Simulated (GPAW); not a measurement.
Computed results, one entry a study.

```
! title: Quasiparticle gap of BiSb (puckered monolayer) in GPAW
! method: DFT, LDA, plane waves, PAW (and 1 further level or step)
! program: GPAW 26.7.0
! settings of one run: cutoff 550 eV, GPAW PAW setups 1.2.1 data release, 6×6×1 k-mesh
! cost: 4 runs, 10 min in all on 8 MPI ranks of Arm Neoverse V2, shared host (the runs of this entry)
! notes: Values taken over the cell’s volume include its vacuum. The start is a generated structure, not a measured one. Limits: no spin-orbit coupling. Only 1 of the mesh’s irreducible points was corrected, so a valley elsewhere could overtake. Bands and cutoff are finite, so the gap is not at the basis limit. The miss can reach some tenths of an eV and take either sign; the mesh is an error of its own. Mesh or cutoff lie under what a gap needs, so these runs test behaviour and cost; their gaps are not to be quoted. With atoms this heavy and so narrow a gap, spin-orbit coupling can invert the bands. These scalar-relativistic gaps are then model values, not to be set against experiment, and a spin-orbit change taken from DFT can’t simply be added.
! LDA gap: 0.22 eV, indirect
! G0W0 gap on the mesh: 0.64 eV
! G0W0 gap over the zone (rigid shift): 0.56 eV
! GW settings: 4×4×1 mesh, 139 bands, screening to 36 eV, full frequency, Hilbert transform
! known limits: not at the basis limit; model gap, bands may invert with spin-orbit coupling; no spin-orbit coupling
CELL_PARAMETERS angstrom
4.70982 0.00000 0.00000
0.00000 4.39724 0.00000
0.00000 0.00000 13.70000
ATOMIC_POSITIONS crystal
Sb 0.03606 0.00000 0.60078
Bi 0.45803 0.50000 0.60740
Bi 0.54197 0.50000 0.39260
Sb 0.96394 0.00000 0.39922
```

[Paths, hosts, dates, memory and timing lines, banners, echoed tables and standing remarks are left out of the program output.]

[Logs are printed without paths, hosts, clocks, repeated set-up lines and the standing remarks that a program may print on its own settings, such as how far it seeks lower states.]

[Runs of the session that timed out or met a known fault of the program may be left out.]

[Hosts, paths, dates, database ids (printed as entryN), source tags and the programs' standing remarks are cut or masked in the printed files.]
